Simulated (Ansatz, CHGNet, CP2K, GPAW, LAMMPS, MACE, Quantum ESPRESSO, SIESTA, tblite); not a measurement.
# GPAW on Zn40S29Se11 with crystalline order left by the classical run (80 atoms): settings against a plane-wave reference

Aim: run Zn40S29Se11 with crystalline order left by the classical run (80 atoms) in GPAW and see how near its forces come to a plane-wave reference, and at what cost.

Method: the method is named at each step, in GPAW 26.7.0.

## (1) The starting structure

The cell holds 80 atoms: 40 Zn, 29 S and 11 Se. Cell: a = 11.843 Å, b = 11.843 Å, c = 11.843 Å, α = 90.0°, β = 90.0°, γ = 90.0°. 80 atoms (40 Zn, 29 S, 11 Se) placed at random at 4.41 g/cm³, melted at 2500 K for 10 ps at fixed volume with the Stillinger-Weber II-VI potential (Zhou et al., Phys. Rev. B 88, 085309 (2013)). Quenched from 2500 K to 300 K at 4 K/ps and fixed volume, annealed at 800 K for 50 ps, held 5 ps.

The yardstick, on the same geometry:

- method: Kohn-Sham DFT, PBE, SSSP efficiency 1.3.0 pseudopotentials, plane waves (Quantum ESPRESSO 7.5); sssp-pbe-1.3.0-efficiency, cutoffs 45/360 Ry, Γ point
- r.m.s. force component: 0.4211 eV/Å
- longest force: 2.329 eV/Å
- pressure: 0.934 GPa
- time: 6 min on 4 MPI ranks of Arm Neoverse V2, shared host
- CPU time: 24 min

## (2) PBE, LCAO dzp, h 0.2 Å

Method: Kohn-Sham DFT, PBE, PAW, atomic orbitals (dzp).

Input file run.py:

```python
import numpy as np
from ase.io import read
from gpaw import GPAW, FermiDirac

atoms = read("structure.xyz")
atoms.calc = GPAW(
    mode="lcao",
    basis="dzp",
    h=0.2,
    xc="PBE",
    kpts={"size": (1, 1, 1), "gamma": True},
    occupations=FermiDirac(0.05),
    maxiter=200,
    symmetry={"point_group": False},
    txt="gpaw.txt",
)
energy = atoms.get_potential_energy(force_consistent=True)
forces = atoms.get_forces()
print(f"energy {energy:.6f} eV")
print("forces (eV/A)")
for i, (a, f) in enumerate(zip(atoms, forces)):
    print(f"{i:4d} {a.symbol:2s} {f[0]:10.5f} {f[1]:10.5f} {f[2]:10.5f}")
print(f"Fermi level {atoms.calc.get_fermi_level():.4f} eV")
for k in range(len(atoms.calc.get_ibz_k_points())):
    for s in range(atoms.calc.get_number_of_spins()):
        e = atoms.calc.get_eigenvalues(kpt=k, spin=s)
        n = np.searchsorted(e, atoms.calc.get_fermi_level())
        print(f"k {k} spin {s} levels about the Fermi level:", np.round(e[max(n - 6, 0):n], 4).tolist(), "|", np.round(e[n:n + 6], 4).tolist())
```

Input file structure.xyz:

```xyz
80
Lattice="11.84320 0.00000 0.00000 0.00000 11.84320 0.00000 0.00000 0.00000 11.84320" Properties=species:S:1:pos:R:3 pbc="T T T"
Zn 10.41692 7.23442 5.58738
Zn 2.74644 6.37827 0.92709
Zn 5.37598 9.41937 9.14745
Zn 4.10462 11.42229 0.52098
Zn 11.69090 5.23837 2.45071
Zn 3.66239 8.15878 7.13873
Zn 6.31894 4.33283 1.29766
Zn 3.35032 11.66401 4.99996
Zn 9.57842 2.25684 1.32857
Zn 3.93988 4.98338 9.38751
Zn 1.70400 2.03679 7.73633
Zn 10.53299 3.88256 7.83605
Zn 9.39557 8.93143 8.84036
Zn 6.64451 0.80498 3.35684
Zn 1.09490 0.06561 1.53523
Zn 1.95401 10.36612 9.81576
Zn 11.35656 8.66662 0.37069
Zn 8.47203 3.83637 4.46204
Zn 0.26150 10.50681 6.85899
Zn 1.77459 5.18590 5.79085
Zn 7.44629 2.56405 9.74518
Zn 0.82275 3.41961 11.27887
Zn 6.87521 9.32001 5.65809
Zn 4.97308 0.21495 8.01382
Zn 10.85619 0.37448 9.93692
Zn 11.73981 2.10252 4.77174
Zn 8.26158 10.72828 0.49102
Zn 8.73306 0.57593 6.64996
Zn 3.22076 2.96968 2.81679
Zn 9.93455 10.59493 3.62343
Zn 8.28692 7.41337 2.44207
Zn 3.78864 1.72082 10.98836
Zn 7.20398 5.96803 7.53074
Zn 6.35577 7.16135 10.98658
Zn 5.01133 6.11701 4.24875
Zn 5.26714 3.06016 6.16841
Zn 0.69626 6.91264 9.04714
Zn 4.86732 9.19151 2.51929
Zn 1.54980 8.38996 3.69863
Zn 9.52501 5.59425 11.10489
S 9.04063 1.04161 11.25661
S 10.12866 11.12432 7.98267
S 4.30725 4.96550 2.35372
S 6.81943 1.70151 7.54483
S 6.45348 7.95401 3.68726
S 9.50512 9.27725 1.78430
S 6.57238 4.84221 5.55458
S 2.23079 2.03750 0.87758
S 7.69962 2.73838 2.55564
S 8.03632 11.18685 4.79886
S 1.19214 3.82618 3.86586
S 4.77956 10.19652 6.38017
S 7.64479 6.03150 0.67163
S 10.75351 4.09609 0.54230
S 1.56271 8.97099 8.03549
S 10.66350 7.60630 10.27090
[... 20 atom lines left out ...]
Se 8.47026 7.82385 6.84940
Se 5.46315 3.57878 10.83653
Se 2.72642 10.43658 2.93984
Se 9.74008 5.82851 3.72682
```

Run with:

```console
> OMP_NUM_THREADS=1 python run.py > output.txt
```

Output:

```text
energy -234.859095 eV
forces (eV/A)
   0 Zn    0.25215    0.42751   -0.46086
   1 Zn    0.14017   -0.39527    0.13674
   2 Zn    0.62710    0.76950    0.46857
   3 Zn    1.51678    0.23152   -0.08097
   4 Zn   -0.00907   -0.30606   -0.18301
   5 Zn   -0.27792    0.30581   -0.26792
   6 Zn   -0.38435   -0.74585    0.07447
   7 Zn   -0.05805   -0.03600   -0.00352
   8 Zn    0.19645   -0.44118   -0.38601
   9 Zn    0.44814    0.06005    0.17619
  10 Zn   -0.18750    0.30092    0.35617
  11 Zn    0.12346   -0.38816   -0.06023
  12 Zn   -0.21181    0.32605   -0.20040
  13 Zn   -0.06217   -0.56543   -0.08908
  14 Zn   -0.06640   -0.22344   -0.56359
  15 Zn   -0.48643    0.34751   -0.13235
  16 Zn   -0.28170    0.20115    0.07934
  17 Zn   -0.03267    0.20042    0.22992
  18 Zn   -0.31750    0.03904   -0.77228
  19 Zn    0.05834    0.03778   -0.71888
  20 Zn   -0.23551   -0.99211    0.09176
  21 Zn   -0.27069   -0.36845   -0.06611
  22 Zn    0.20747    0.05478   -0.46389
  23 Zn    0.82407   -0.04673    1.12696
[...]
72 Se   -0.01366   -0.91565    0.11509
  73 Se   -0.67108   -0.64516   -0.42503
  74 Se    0.50845    0.29247   -0.25134
  75 Se    0.03477    0.29961    0.18726
  76 Se   -0.16209    1.01940    0.11328
  77 Se   -0.53806    0.09151    0.07760
  78 Se    0.21543   -0.00486   -0.10954
  79 Se   -0.27471    0.24240    0.06881
Fermi level 5.0784 eV
k 0 spin 0 levels about the Fermi level: [3.693, 3.7255, 4.1416, 4.28, 4.6223, 4.9645] | [5.1923, 5.7703, 5.8948, 6.3958, 6.6771, 6.7176]
```

gpaw.txt:

```text
Input parameters:
  mode=LCAO(),
  basis={'default': 'dzp'},
  h=0.2,
  kpts=MonkhorstPack(size=(1, 1, 1), gamma=True),
  maxiter=200,
  occupations=Occupations(name='fermi-dirac', width=0.05, fixmagmom=False),
  symmetry=Symmetry(point_group=False),
  xc=XC(name='PBE')
Unit cell  # Å
| periodic |         x |         y |         z |   lengths |    angles |
|----------|-----------|-----------|-----------|-----------|-----------|
|      yes | 11.843200 |  0.000000 |  0.000000 | 11.843200 | 90.000000 |
|      yes |  0.000000 | 11.843200 |  0.000000 | 11.843200 | 90.000000 |
|      yes |  0.000000 |  0.000000 | 11.843200 | 11.843200 | 90.000000 |
Number of symmetries: 1
Symmetry operations  # r_c * U_cc + t_c -> r_c
|   | kind |            matrix            |
|---|------|------------------------------|
| 0 |  E   |  1, 0, 0,  0, 1, 0,  0, 0, 1 |
BZ-sampling:
  Number of BZ points: 1
  Number of IBZ points: 1
  Monkhorst-Pack size: [1, 1, 1]
  Monkhorst-Pack shift: [0, 0, 0]
[... lines left out ...]
  Fermi-Dirac:
    width: 0.0500  # eV
FastPoissonSolver using
    Stencil: 6*3+1=19 point O(h^6) finite-difference Laplacian
xc functional:
  name: PBE with 2 nearest neighbor stencil
interpolation: tri-quintic # 5. degree polynomial
Initialization done in: 11.242 s
convergence criteria:
- Maximum [total energy] change in last 3 cyles: 0.0005 eV / valence electron
- Maximum integral of absolute [dens]ity change: 0.0001 electrons / valence electron
- Maximum integral of absolute [eigenst]ate change: 4e-08 eV^2 / valence electron
maximum number of iterations: 200
SCF iterations
|iter     |      energy | eigst |  dens |
|---------|-------------|-------|-------|
|iter:   1| -241.356153 |      c|       |
|iter:   2| -239.415905 |      c| -1.35 |
|iter:   3| -235.168161 |      c| -1.39 |
|iter:   4| -236.687113 |      c| -1.79 |
|iter:   5| -235.270930 |      c| -1.89 |
|iter:   6| -234.929000 |      c| -2.19 |
|iter:   7| -234.859239 |      c| -2.52 |
|iter:   8| -234.840816c|      c| -2.93 |
|iter:   9| -234.826618c|      c| -3.23 |
|iter:  10| -234.831710c|      c| -3.47 |
|iter:  11| -234.827555c|      c| -3.53 |
|iter:  12| -234.828105c|      c| -4.06c|
Converged in 12 steps
SCF loop duration: 187.156 s (15.596 s/step)
Energy contributions relative to reference atoms: (reference = -2996462.896582)
Energy contributions:
  Kinetic:         425.114256
  Coulomb:        -341.515066
  Zero:              3.562522
  External:          0.000000
  Xc:             -321.958826
  Entropy:          -0.061980
  Spinorbit:         0.000000
  ----------------------------
  Free energy:    -234.859095
  Extrapolated:   -234.828105
dipole moment: (90.688563, -66.911820, -22.704014)  # |e|*Ang
Fermi level: 5.078
Eigenvalues  # (at kpt = [0.000, 0.000, 0.000])
| band index |      eig [eV] | occ [0-2] |
|------------|---------------|-----------|
|          0 |       -10.745 |     2.000 |
|        ... |               |           |
|        352 |         3.188 |     2.000 |
|        353 |         3.363 |     2.000 |
[...]
|        367 |         7.041 |     0.000 |
|        ... |               |           |
|        435 |        10.231 |     0.000 |
Gap: 0.228 eV
Transition (v -> c):
  (s=0, k=0, n=359, [0.00, 0.00, 0.00]) -> (s=0, k=0, n=360, [0.00, 0.00, 0.00])
No difference between direct/indirect transitions
Force computation time: 39.868  # s
timing:  # [seconds]
  Total:  238.297  # ━━━━━━━━━━━━━━━━━━━━━━━━━━━━━━━━━━━━━━━━━━━━━━━━━━━━━━━━
  Init:    11.242  # ━━╸
  SCF:    187.156  # ━━━━━━━━━━━━━━━━━━━━━━━━━━━━━━━━━━━━━━━━━━━━
  Forces:  39.868  # ━━━━━━━━━╸
```

The job ended after 4 min (1 thread of Arm Neoverse V2, shared host; peak memory 2 GiB).

Banners and routine set-up lines are dropped from the logs; longer cuts are marked.

Compared with the plane-wave run:

```
r.m.s. force component                           : 0.4308 eV/Å
r.m.s. difference of force components            : 33.2 meV/Å
longest difference of force vectors              : 286.9 meV/Å
force difference over r.m.s. force               : 7.884 %
slope of forces against the reference's          : 1.02
correlation of force components                  : 0.9972
gap (highest filled to lowest empty level) : 0.2278 eV
```

Length of the force difference by element (eV/Å):

```csv
element,atoms,mean,most
S,29,0.047,0.23
Se,11,0.053,0.29
Zn,40,0.036,0.12
```

Levels nearest the highest filled one (eV from it): -1.27, -1.24, -0.82, -0.68, -0.34, 0.00, 0.23, 0.81, 0.93, 1.43, 1.71, 1.75.

The surroundings of S63, which bears the longest force, nearest first, numbered as they follow in the input and with coordinates relative to it.

```csv
atom,x,y,z,distance (Å),bonds,Fx,Fy,Fz (eV/Å)
S63,0.00,0.00,0.00,0.00,1,-2.23,0.49,-0.67
Zn24,-1.12,0.08,-2.47,2.71,4,0.82,-0.05,1.13
Zn4,-1.99,-0.56,1.89,2.79,2,1.52,0.23,-0.08
Zn32,-2.30,1.58,0.51,2.84,3,1.25,0.00,-0.04
Zn21,1.36,2.43,-0.73,2.87,4,-0.24,-0.99,0.09
Zn3,-0.71,-2.56,-1.33,2.98,3,0.63,0.77,0.47
Se74,1.51,-2.69,-0.08,3.09,4,-0.67,-0.65,-0.43
Zn27,2.17,-1.25,1.86,3.12,4,-0.43,0.63,-0.63
S41,2.95,0.90,0.78,3.18,4,-0.29,-0.24,0.26
S59,0.16,-1.01,3.08,3.24,4,-0.77,0.65,0.48
S62,-2.31,-2.39,0.48,3.36,4,0.40,0.14,-0.28
S44,0.73,1.56,-2.93,3.40,4,-0.73,-0.16,-0.25
S67,-3.19,0.54,-1.33,3.50,4,0.35,-0.66,-0.36
Se78,-0.63,3.44,0.36,3.51,4,-0.54,0.09,0.08
```

Atoms are counted from 1 here, from 0 in the log.

Forces lie 7.9 % from the reference's, at 0.17 times its CPU time (on 1 against 4 cores).

## (3) PBE, plane waves 550 eV

Method: Kohn-Sham DFT, PBE, PAW, plane waves.

Edit run.py of step 2 so:

```diff
@@ -2,3 +2,4 @@
 from ase.io import read
-from gpaw import GPAW, FermiDirac
+from gpaw import GPAW, FermiDirac, PW
+from ase.parallel import parprint as print
 
@@ -6,5 +7,3 @@
 atoms.calc = GPAW(
-    mode="lcao",
-    basis="dzp",
-    h=0.2,
+    mode=PW(550),
     xc="PBE",
@@ -14,2 +13,3 @@
     symmetry={"point_group": False},
+    nbands=487,
     txt="gpaw.txt",
@@ -22,2 +22,6 @@
     print(f"{i:4d} {a.symbol:2s} {f[0]:10.5f} {f[1]:10.5f} {f[2]:10.5f}")
+stress = -atoms.get_stress(voigt=False) * 160.21766
+print("stress (GPa, compression positive)")
+for row in stress:
+    print(" ".join(f"{x:10.4f}" for x in row))
 print(f"Fermi level {atoms.calc.get_fermi_level():.4f} eV")
```

structure.xyz is that of step 2.

Run with:

```console
> OMP_NUM_THREADS=1 mpirun -np 4 gpaw python run.py > output.txt
```

Output:

```text
energy -254.329432 eV
forces (eV/A)
   0 Zn    0.22578    0.41956   -0.43320
   1 Zn    0.12726   -0.38119    0.13771
   2 Zn    0.63068    0.69671    0.48687
   3 Zn    1.50201    0.14655   -0.02361
   4 Zn    0.00657   -0.28195   -0.18024
   5 Zn   -0.24617    0.33338   -0.22987
[...]
77 Se   -0.52123    0.07685    0.06183
  78 Se    0.24263   -0.01630   -0.12859
  79 Se   -0.29523    0.25958    0.06305
stress (GPa, compression positive)
    1.0569     0.6789    -0.9399
    0.6789     1.0888     0.8189
   -0.9399     0.8189     1.0716
Fermi level 5.0466 eV
k 0 spin 0 levels about the Fermi level: [3.6677, 3.6979, 4.1007, 4.2385, 4.579, 4.9312] | [5.1619, 5.7199, 5.8411, 6.3384, 6.6091, 6.6537]
```

gpaw.txt:

```text
Input parameters:
  mode=PW(ecut=550.0),
  kpts=MonkhorstPack(size=(1, 1, 1), gamma=True),
  maxiter=200,
  nbands=487,
  occupations=Occupations(name='fermi-dirac', width=0.05, fixmagmom=False),
[... lines left out ...]
  Converge bands: occupied
[... lines left out ...]
  Fermi-Dirac:
[... lines left out ...]
convergence criteria:
- Maximum [total energy] change in last 3 cyles: 0.0005 eV / valence electron
[... lines left out ...]
Converged in 20 steps
[... lines left out ...]
  Free energy:    -254.329432
[... lines left out ...]
Fermi level: 5.047
[... lines left out ...]
|        ... |               |           |
[...]
Gap: 0.231 eV
Transition (v -> c):
  (s=0, k=0, n=359, [0.00, 0.00, 0.00]) -> (s=0, k=0, n=360, [0.00, 0.00, 0.00])
No difference between direct/indirect transitions
Force computation time: 3.622  # s
Stress tensor  # eV/Ang^3
|         x |         y |         z |
|-----------|-----------|-----------|
[...]
| -0.004237 | -0.006796 | -0.005111 |
|  0.005866 | -0.005111 | -0.006689 |
Stress computation time: 17.880  # s
```

Run time: 4 min. Hardware: 4 MPI ranks; peak memory 3.2 GiB; 16 min of CPU time.

Numbers from this run, and their distance from the reference:

```yaml
r_m_s_force_component: 0.4244 eV/Å
r_m_s_difference_of_force_components: 6.003 meV/Å
longest_difference_of_force_vectors: 27.67 meV/Å
force_difference_over_r_m_s_force: 1.425 %
slope_of_forces_against_the_reference_s: 1.008
correlation_of_force_components: 0.9999
spacing_of_highest_filled_and_lowest_empty_level: 0.2307 eV
pressure: 1.072 GPa
pressure_difference: 0.1384 GPa
```

Against the first run (7.9 %), the force difference from the reference is 1.4 %, at 4.0 times the CPU time (on 4 against 1 cores) (20 SCF steps against 12).

The run ends at a pressure of 1.07 GPa, with forces up to 2.3 eV/Å.

[end of part 1 of 2]

[Long decimals in the printed logs are rounded to 6 places.]

[Also dropped from logs without a mark: lines with file paths, logging warnings of Python, QE's lines on negative density and diagonalisation, SIESTA's first energy breakdown, zero terms and Voronoi charges.]

[Logs are printed without paths, hosts, clocks, repeated set-up lines and the standing remarks that a program may print on its own settings, such as how far it seeks lower states.]

[Hosts, paths, dates, database ids (printed as entryN), source tags and the programs' standing remarks are cut or masked in the printed files.]

[Most failed runs of this program on this cell are left out, timed-out ones always.]
